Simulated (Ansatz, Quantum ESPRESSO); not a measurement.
## Co [001], hcp: uniaxial strain and lateral response

The c axis is held at a set length while the cell relaxes sideways. How do the lateral strain and the stress follow? The strained cell has c along the load; unstrained it is a = 2.4504 Å, b = 2.4504 Å, c = 3.9579 Å, α = 90.00°, β = 90.00°, γ = 120.00°, with 2 atoms.

Calculated with Quantum ESPRESSO 7.5, PBEsol, PseudoDojo 0.4.1 norm-conserving potentials, cutoff 1170 eV, Fermi–Dirac smearing 0.05 eV, k-mesh 20×20×11, ferromagnetic start, no spin-orbit coupling.

Relaxed positions at 0 %:

```
atom       x       y       z
  Co  0.3333  0.6667  0.7500
  Co  0.6667  0.3333  0.2500
```

```csv
ε_c (%),a (Å),c (Å),ε_a (%),"σ (GPa, tension positive)"
−3,2.4673,3.8391,0.688,−13.55
−2,2.4611,3.8787,0.434,−8.85
0,2.4497,3.9579,−0.031,0.15
1,2.4446,3.9974,−0.240,4.34
2,2.4396,4.0370,−0.443,8.14
3,2.4349,4.0766,−0.635,11.65
```

**Question.** Fit both responses and give the free strain and the stress at −1 %, a row left out above.

Least squares with y = y0 + y1 ε + y2 ε² (ε in %) gives ε_a = −0.029 + (−0.2200) ε + (0.0062) ε² and σ = 0.18 + (4.217) ε + (−0.127) ε² GPa. The linear terms put the ratio of free to applied strain at −0.220 and the Young modulus at 422 GPa.

At −1 % the free strain comes out as 0.197 %. The run itself gives 0.194 %, so the estimate misses by 0.003 %; the fitted rows themselves lie up to 0.003 % off the law.

The stress comes out as −4.16 GPa. The run itself gives −4.27 GPa, so the estimate misses by 0.11 GPa; the fitted rows themselves lie up to 0.09 GPa off the law.

The negative ε² term means that the crystal stiffens in compression and softens in tension.

The same fit over all rows at other levels or in other programs gives the strain ratio = −0.216 with PBEsol (Ansatz).

[Logs are printed without paths, hosts, clocks, repeated set-up lines and the standing remarks that a program may print on its own settings, such as how far it seeks lower states.]
